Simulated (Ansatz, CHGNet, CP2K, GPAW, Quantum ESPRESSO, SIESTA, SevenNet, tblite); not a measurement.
## CP2K on random packing of B86H14 (at. %) (90 atoms): settings against a plane-wave reference

How do the settings of CP2K change the result for random packing of B86H14 (at. %) (90 atoms)? A plane-wave run serves as the yardstick.

Method: the method is named at each step, in CP2K 2026.2.

## Step 1: Set-up

The cell holds 90 atoms: 77 B and 13 H. Cell: a = 8.907 Å, b = 8.907 Å, c = 8.907 Å, α = 90.0°, β = 90.0°, γ = 90.0°. 90 atoms (77 B, 13 H) packed at random in a cube at 1.99 g/cm³ and pushed apart as soft spheres; a start for melting by ab initio MD, not an equilibrated structure. Then every atom was moved at random, 0.02 Å r.m.s. a Cartesian component (hydrogen 0.6 of that).

The yardstick, on the same geometry:

- method: Kohn-Sham DFT, PBE, SSSP efficiency 1.3.0 pseudopotentials, plane waves (Quantum ESPRESSO 7.5); sssp-pbe-1.3.0-efficiency, cutoffs 45/360 Ry, Γ point
- r.m.s. force component: 1.08 eV/Å
- longest force: 4.062 eV/Å
- pressure: -14.72 GPa
- time: 53 s on 2 MPI ranks of Arm Neoverse V1, shared host
- CPU time: 1.8 min

## Step 2: PBE, DZVP-MOLOPT-SR, 450/50 Ry, diagonalisation

Method: Kohn-Sham DFT, PBE, GTH-PBE pseudopotentials, Gaussian and plane waves, DZVP-MOLOPT-SR-GTH, diagonalisation.

input.inp reads:

```
&GLOBAL
  PROJECT cell
  RUN_TYPE ENERGY_FORCE
  PRINT_LEVEL LOW
&END GLOBAL
&FORCE_EVAL
  METHOD QS
  STRESS_TENSOR ANALYTICAL
  &DFT
    BASIS_SET_FILE_NAME BASIS_MOLOPT
    POTENTIAL_FILE_NAME GTH_POTENTIALS
    &MGRID
      CUTOFF 450
      REL_CUTOFF 50
    &END MGRID
    &QS
      EPS_DEFAULT 1.0E-12
    &END QS
    &SCF
      SCF_GUESS ATOMIC
      EPS_SCF 5.0E-06
      MAX_SCF 200
      ADDED_MOS 34
      &DIAGONALIZATION
        ALGORITHM STANDARD
      &END DIAGONALIZATION
      &SMEAR ON
        METHOD FERMI_DIRAC
        ELECTRONIC_TEMPERATURE [K] 580
      &END SMEAR
      &MIXING
        METHOD BROYDEN_MIXING
        ALPHA 0.15
        NBROYDEN 12
      &END MIXING
      &PRINT
        &RESTART OFF
        &END RESTART
      &END PRINT
    &END SCF
    &XC
      &XC_FUNCTIONAL PBE
      &END XC_FUNCTIONAL
    &END XC
    &PRINT
      &MULLIKEN ON
      &END MULLIKEN
      &HIRSHFELD ON
        SHAPE_FUNCTION DENSITY
      &END HIRSHFELD
      &MO ON
        EIGENVALUES T
        OCCUPATION_NUMBERS T
        MO_INDEX_RANGE 111 134
        &EACH
          QS_SCF 0
        &END EACH
        ADD_LAST NUMERIC
      &END MO
    &END PRINT
  &END DFT
  &SUBSYS
    &CELL
      A 8.90670 0.00000 0.00000
      B 0.00000 8.90670 0.00000
      C 0.00000 0.00000 8.90670
    &END CELL
    &COORD
      SCALED
      B 0.87437 0.09282 0.32188
      B 0.69192 0.19356 0.45840
      B 0.67230 0.85610 0.20079
      B 0.00168 0.35583 0.07496
      B 0.71753 0.41737 0.31403
      B 0.96148 0.03627 0.92548
      B 0.62364 0.43500 0.04737
      B 0.74915 0.42924 0.66759
      B 0.91034 0.85939 0.00320
      B 0.79430 0.35100 0.48530
      B 0.97331 0.44534 0.56411
      B 0.72119 0.14219 0.03370
      B 0.65135 0.15284 0.20110
      B 0.68212 0.86810 0.62897
      B 0.17321 0.30725 0.70225
      B 0.20234 0.18381 0.92077
      B 0.78871 0.12731 0.82302
      B 0.68369 0.73180 0.39135
      B 0.46399 0.49530 0.17479
      B 0.73973 0.57080 0.97650
      B 0.02443 0.32699 0.85695
      B 0.34549 0.72954 0.26159
      B 0.12121 0.05246 0.83004
      B 0.87231 0.90590 0.75431
      B 0.37788 0.63276 0.54994
      B 0.22751 0.07430 0.13419
      B 0.69667 0.93637 0.40931
      B 0.77232 0.82114 0.88962
      B 0.85830 0.69676 0.45686
      B 0.48465 0.73829 0.43578
      B 0.69453 0.34409 0.87107
      B 0.60519 0.57194 0.50588
      B 0.94225 0.61977 0.08809
      B 0.14741 0.64384 0.91966
      B 0.87106 0.87945 0.55978
      B 0.50735 0.40831 0.46771
      B 0.60028 0.99003 0.98963
      B 0.13429 0.44133 0.22963
      B 0.23287 0.02390 0.34594
      B 0.99452 0.62754 0.64861
      B 0.78263 0.34228 0.10148
      B 0.81434 0.03461 0.64324
      B 0.60172 0.09769 0.80137
      B 0.82612 0.60002 0.60604
      B 0.97129 0.87502 0.18604
      B 0.15519 0.51384 0.52508
      B 0.32367 0.59984 0.05950
      B 0.21001 0.36475 0.08625
      B 0.15666 0.81493 0.48991
      B 0.46502 0.97124 0.53349
      B 0.06065 0.64169 0.27704
      B 0.49586 0.82955 0.88572
      B 0.59449 0.61898 0.74596
      B 0.77706 0.22246 0.65946
      B 0.45363 0.38128 0.70624
      B 0.25844 0.72418 0.73792
[... 30 atom lines left out ...]
      H 0.60684 0.57977 0.29668
      H 0.32502 0.91796 0.16765
      H 0.87942 0.65397 0.78790
      H 0.41812 0.55578 0.39316
    &END COORD
    &KIND B
      BASIS_SET DZVP-MOLOPT-SR-GTH-q3
      POTENTIAL GTH-PBE-q3
    &END KIND
    &KIND H
      BASIS_SET DZVP-MOLOPT-SR-GTH-q1
      POTENTIAL GTH-PBE-q1
    &END KIND
  &END SUBSYS
  &PRINT
    &FORCES ON
    &END FORCES
    &STRESS_TENSOR ON
    &END STRESS_TENSOR
  &END PRINT
&END FORCE_EVAL
```

The run is started by

```console
$ OMP_NUM_THREADS=1 mpirun -np 4 cp2k.psmp -i input.inp > output.txt
```

Numbers of over 12 decimals in the logs are rounded to 6 here.

What it wrote:

```text
CP2K| version string:                                       CP2K version 2026.2
 CP2K| Input file name                                                 input.inp
 GLOBAL| Basis set file name                                        BASIS_MOLOPT
 GLOBAL| Potential file name                                      GTH_POTENTIALS
 GLOBAL| Run type                                                   ENERGY_FORCE
 GLOBAL| Total number of message passing processes                             4
 GLOBAL| Number of threads for this process                                    1
 TOTAL NUMBERS AND MAXIMUM NUMBERS
  Total number of            - Atomic kinds:                                   2
                             - Atoms:                                         90
                             - Shell sets:                                    90
                             - Shells:                                       424
                             - Primitive Cartesian functions:                373
                             - Cartesian basis functions:                   1143
                             - Spherical basis functions:                   1066
  Maximum angular momentum of- Orbital basis functions:                        2
                             - Local part of the GTH pseudopotential:          2
                             - Non-local part of the GTH pseudopotential:      0
 SCF PARAMETERS         Density guess:                                    ATOMIC
                        max_scf:                                             200
                        eps_scf:                                        5.00E-06
                        added MOs                                        34    0
                        Mixing method:                            BROYDEN_MIXING
                                                charge density mixing in g-space
                        Smear method:                                FERMI_DIRAC
                        Electronic temperature [K]:                        580.0
                        Electronic temperature [a.u.]:                  1.84E-03
                        Accuracy threshold:                             1.00E-10
 Extrapolation method: initial_guess
 Number of electrons:                                                        244
 Number of occupied orbitals:                                                122
 Number of molecular orbitals:                                               156
 Number of orbital functions:                                               1066
 Number of independent orbital functions:                                   1066
 SCF WAVEFUNCTION OPTIMIZATION
  Step     Update method      Time    Convergence         Total energy    Change
     1 NoMix/Diag. 0.15E+00    5.1     1.30549518      -229.1921557657 -2.29E+02
     2 Broy./Diag. 0.15E+00    6.8     0.31120298      -212.6216576615  1.66E+01
     3 Broy./Diag. 0.15E+00    7.0     0.21103455      -216.2445630820 -3.62E+00
     4 Broy./Diag. 0.15E+00    7.0     0.11613822      -219.2472821848 -3.00E+00
[...]
17 Broy./Diag. 0.15E+00    6.7     0.00000976      -220.8772594467  9.68E-05
    18 Broy./Diag. 0.15E+00    6.5     0.00000402      -220.8772603359 -8.89E-07
  *** SCF run converged in    18 steps ***
  Electronic density on regular grids:       -244.0000000000        0.0000000000
  Core density on regular grids:              243.9999999995       -0.0000000005
  Total charge density on r-space grids:       -0.0000000005
  Total charge density g-space grids:          -0.0000000005
  Overlap energy of the core charge distribution:               1.85964e-05
  Self energy of the core charge distribution:               -484.912963
  Core Hamiltonian energy:                                    152.025967
  Hartree energy:                                             195.966881
  Exchange-correlation energy:                                -83.947013
  Electronic entropic energy:                                  -0.010150
  Fermi energy:                                                 0.227983
  Total energy:                                              -220.877260
  Total energy (extrapolated to T->0):                       -220.872185
 MO| EIGENVALUES AND OCCUPATION NUMBERS
 MO|
 MO|  Index      Eigenvalue [a.u.]        Eigenvalue [eV]             Occupation
 MO|    111               0.196470               5.346211               2.000000
 MO|    112               0.198314               5.396402               2.000000
 MO|    113               0.202346               5.506103               1.999998
[...]
MO|    133               0.254628               6.928769               0.000001
 MO|    134               0.258326               7.029419               0.000000
 MO| Sum:                                                             244.000000
 MO| E(Fermi):            0.227983 a.u.          6.203721 eV
 !-----------------------------------------------------------------------------!
                     Mulliken Population Analysis
 #  Atom  Element  Kind  Atomic population                           Net charge
       1     B        1          2.929462                              0.070538
       2     B        1          3.002492                             -0.002492
       3     B        1          3.054180                             -0.054180
[...]
89     H        2          0.855801                              0.144199
      90     H        2          0.921663                              0.078337
 # Total charge                            244.000000                  0.000000
 !-----------------------------------------------------------------------------!
 !-----------------------------------------------------------------------------!
                           Hirshfeld Charges
  #Atom  Element  Kind  Ref Charge     Population                    Net charge
      1       B      1       3.000          2.949                         0.051
      2       B      1       3.000          3.003                        -0.003
      3       B      1       3.000          2.948                         0.052
[...]
89       H      2       1.000          0.957                         0.043
     90       H      2       1.000          0.988                         0.012
  Total Charge                                                           -0.000
 !-----------------------------------------------------------------------------!
 ENERGY| Total FORCE_EVAL ( QS ) energy [hartree]           -220.877317
 FORCES| Atomic forces [hartree/bohr]
 FORCES|   Atom     x               y               z               |f|
 FORCES|      1 -1.14270497E-02 -1.36031105E-02  9.79363953E-03   2.02863860E-02
 FORCES|      2  1.55615454E-02 -1.80498927E-02  2.04105103E-03   2.39191599E-02
 FORCES|      3 -1.34048141E-02 -3.90544267E-03  1.67257880E-02   2.17874622E-02
[...]
FORCES|     89  8.05957615E-03 -5.34152368E-03 -2.92798440E-02   3.08350110E-02
 FORCES|     90 -4.52635281E-03 -1.11009746E-02 -4.33671188E-03   1.27485912E-02
 FORCES| Sum     1.72234654E-05 -4.20185671E-05  1.17625437E-05
 FORCES| Total atomic force                                       4.69101819E-05
 STRESS| Analytical stress tensor [bar]
 STRESS|                        x                   y                   z
 STRESS|      x       -1.45667936034E+05  -3.81740212908E+04   1.39393428038E+04
 STRESS|      y       -3.81740212908E+04  -1.47167673979E+05  -2.81301444317E+04
 STRESS|      z        1.39393428038E+04  -2.81301444317E+04  -1.43431201349E+05
 STRESS| 1/3 Trace                                            -1.45422270454E+05
```

Wall time 2.4 min (4 MPI ranks of Arm Neoverse V1, shared host); peak memory 2.4 GiB.

Banners, paths, timers and routine set-up lines are dropped from the logs unmarked, and long logs keep their key lines alone; longer cuts are marked.

Compared with the plane-wave run:

- r.m.s. force component: 1.094 eV/Å
- r.m.s. difference of force components: 30.94 meV/Å
- longest difference of force vectors: 152.5 meV/Å
- force difference over r.m.s. force: 2.866 %
- slope of forces against the reference's: 1.013
- correlation of force components: 0.9997
- pressure: -14.54 GPa
- pressure difference: 0.1748 GPa

Length of the force difference by element (eV/Å):

| element | atoms | mean | most |
| --- | --- | --- | --- |
| B | 77 | 0.044 | 0.15 |
| H | 13 | 0.062 | 0.13 |

Local excerpt of 12 atoms (numbers count through the whole input) about B49, whose charge lies farthest from its element's mean; x, y, z are measured from there.

| atom | x | y | z | distance (Å) | Hirshfeld charge (e) | Fx | Fy | Fz (eV/Å) |
| --- | --- | --- | --- | --- | --- | --- | --- | --- |
| B49 | 0.00 | 0.00 | 0.00 | 0.00 | 0.12 | -0.37 | 0.16 | 0.18 |
| H85 | 1.61 | 0.50 | -0.35 | 1.72 | -0.01 | 0.31 | 1.55 | 0.01 |
| B39 | 0.68 | 1.86 | -1.28 | 2.36 | 0.03 | 0.12 | 1.78 | -0.23 |
| B56 | 0.91 | -0.81 | 2.21 | 2.52 | -0.01 | -0.53 | -1.57 | 0.84 |
| B51 | -0.86 | -1.54 | -1.90 | 2.59 | 0.00 | -0.66 | -0.39 | -1.25 |
| B25 | 1.97 | -1.62 | 0.53 | 2.61 | 0.04 | -0.88 | -0.95 | 0.74 |
| B40 | -1.44 | -1.67 | 1.41 | 2.62 | -0.02 | 1.40 | 0.13 | 1.52 |
| B35 | -2.54 | 0.57 | 0.62 | 2.68 | -0.04 | -0.55 | -0.39 | -1.47 |
| B46 | -0.01 | -2.68 | 0.31 | 2.70 | -0.01 | 1.81 | 0.58 | -2.02 |
| B67 | 1.90 | 0.43 | 1.89 | 2.71 | -0.04 | 1.90 | 2.29 | 0.28 |
| B70 | -0.70 | 2.45 | 0.98 | 2.73 | 0.06 | 0.34 | 0.47 | -0.10 |
| B22 | 1.68 | -0.76 | -2.03 | 2.75 | 0.05 | 1.00 | -0.52 | -0.66 |

Forces lie 2.9 % from the reference's, at 5.5 times its CPU time (on 4 against 2 cores).

## Step 3: PBE, TZV2P-MOLOPT (SR for B), 450/50 Ry, diagonalisation

Method: Kohn-Sham DFT, PBE, GTH-PBE pseudopotentials, Gaussian and plane waves, TZV2P-MOLOPT-GTH, diagonalisation.

input.inp: that of step 2 with these lines changed.

```diff
@@ -10,2 +10,3 @@
     BASIS_SET_FILE_NAME BASIS_MOLOPT
+    BASIS_SET_FILE_NAME BASIS_MOLOPT_UCL
     POTENTIAL_FILE_NAME GTH_POTENTIALS
@@ -68,7 +69,30 @@
     &COORD
-      SCALED
-[... 90 atom lines left out: the same atoms as in the first run ...]
+      B 7.78775 0.82672 2.86689
+      B 6.16272 1.72398 4.08283
+      B 5.98797 7.62503 1.78838
+      B 0.01496 3.16927 0.66765
+      B 6.39082 3.71739 2.79697
+      B 8.56361 0.32305 8.24297
+      B 5.55457 3.87441 0.42191
+      B 6.67245 3.82311 5.94602
+      B 8.10813 7.65433 0.02850
+      B 7.07459 3.12625 4.32242
+      B 8.66898 3.96651 5.02436
+      B 6.42342 1.26644 0.30016
+      B 5.80138 1.36130 1.79114
+      B 6.07544 7.73191 5.60205
+      B 1.54273 2.73658 6.25473
+      B 1.80218 1.63714 8.20102
+      B 7.02480 1.13391 7.33039
+      B 6.08942 6.51792 3.48564
+      B 4.13262 4.41149 1.55680
+      B 6.58855 5.08394 8.69739
+[... 66 atom lines left out ...]
+      H 5.40494 5.16384 2.64244
+      H 2.89486 8.17599 1.49321
+      H 7.83273 5.82471 7.01759
+      H 3.72407 4.95017 3.50176
     &END COORD
     &KIND B
-      BASIS_SET DZVP-MOLOPT-SR-GTH-q3
+      BASIS_SET TZV2P-MOLOPT-SR-GTH-q3
       POTENTIAL GTH-PBE-q3
@@ -76,3 +100,3 @@
     &KIND H
-      BASIS_SET DZVP-MOLOPT-SR-GTH-q1
+      BASIS_SET TZV2P-MOLOPT-GTH-q1
       POTENTIAL GTH-PBE-q1
```

What it wrote:

```text
CP2K| version string:                                       CP2K version 2026.2
 CP2K| Input file name                                                 input.inp
 GLOBAL| Basis set file name                                        BASIS_MOLOPT
 GLOBAL| Potential file name                                      GTH_POTENTIALS
 GLOBAL| Run type                                                   ENERGY_FORCE
 GLOBAL| Total number of message passing processes                             4
 GLOBAL| Number of threads for this process                                    1
[... lines left out ...]
                        Smear method:                                FERMI_DIRAC
[... lines left out ...]
 Number of electrons:                                                        244
[... lines left out ...]
  Step     Update method      Time    Convergence         Total energy    Change
[... lines left out ...]
  *** SCF run converged in    20 steps ***
[... lines left out ...]
  Fermi energy:                                                 0.226875
  Total energy:                                              -220.948476
  Total energy (extrapolated to T->0):                       -220.943444
[... lines left out ...]
 MO| E(Fermi):            0.226875 a.u.          6.173592 eV
[... lines left out ...]
     90       H      2       1.000          0.992                         0.008
  Total Charge                                                           -0.000
 !-----------------------------------------------------------------------------!
 ENERGY| Total FORCE_EVAL ( QS ) energy [hartree]           -220.948500
 FORCES| Atomic forces [hartree/bohr]
 FORCES|   Atom     x               y               z               |f|
 FORCES|      1 -1.14333060E-02 -1.35885042E-02  9.49602792E-03   2.01380853E-02
 FORCES|      2  1.52449811E-02 -1.76511988E-02  2.27824315E-03   2.34342625E-02
 FORCES|      3 -1.21906456E-02 -4.55709083E-03  1.63786584E-02   2.09198319E-02
[...]
FORCES|     89  7.71349569E-03 -5.15736707E-03 -2.82025009E-02   2.96896869E-02
 FORCES|     90 -4.37305310E-03 -1.10710038E-02 -5.71264277E-03   1.32032195E-02
 FORCES| Sum     1.80635096E-05 -4.23801302E-05  1.26896632E-05
 FORCES| Total atomic force                                       4.77848655E-05
 STRESS| Analytical stress tensor [bar]
 STRESS|                        x                   y                   z
 STRESS|      x       -1.43607285805E+05  -3.84603590845E+04   1.30476532104E+04
 STRESS|      y       -3.84603590845E+04  -1.45893965871E+05  -2.71899947850E+04
 STRESS|      z        1.30476532104E+04  -2.71899947850E+04  -1.43016783026E+05
 STRESS| 1/3 Trace                                            -1.44172678234E+05
```

Run time: 5.7 min. Hardware: 4 MPI ranks; peak memory 3.4 GiB; 23 min of CPU time.

Compared with the plane-wave run:

- r.m.s. force component: 1.078 eV/Å
- r.m.s. difference of force components: 13.16 meV/Å
- longest difference of force vectors: 64.95 meV/Å
- force difference over r.m.s. force: 1.219 %
- slope of forces against the reference's: 0.9984
- correlation of force components: 0.9999
- pressure: -14.42 GPa
- pressure difference: 0.2997 GPa

Against the first run (2.9 %), the force difference from the reference is 1.2 %, at 2.4 times the CPU time, with 1811 basis functions against 1066: the larger basis brings the forces nearer.

(Continued in part 2 of 3.)

[Also dropped from logs without a mark: logging warnings of Python, and SIESTA's first energy breakdown and zero terms.]

[Logs are printed without paths, hosts, clocks, repeated set-up lines and the standing remarks that a program may print on its own settings, such as how far it seeks lower states.]

[Hosts, paths, dates, database ids (printed as entryN), source tags and the programs' standing remarks are cut or masked in the printed files.]
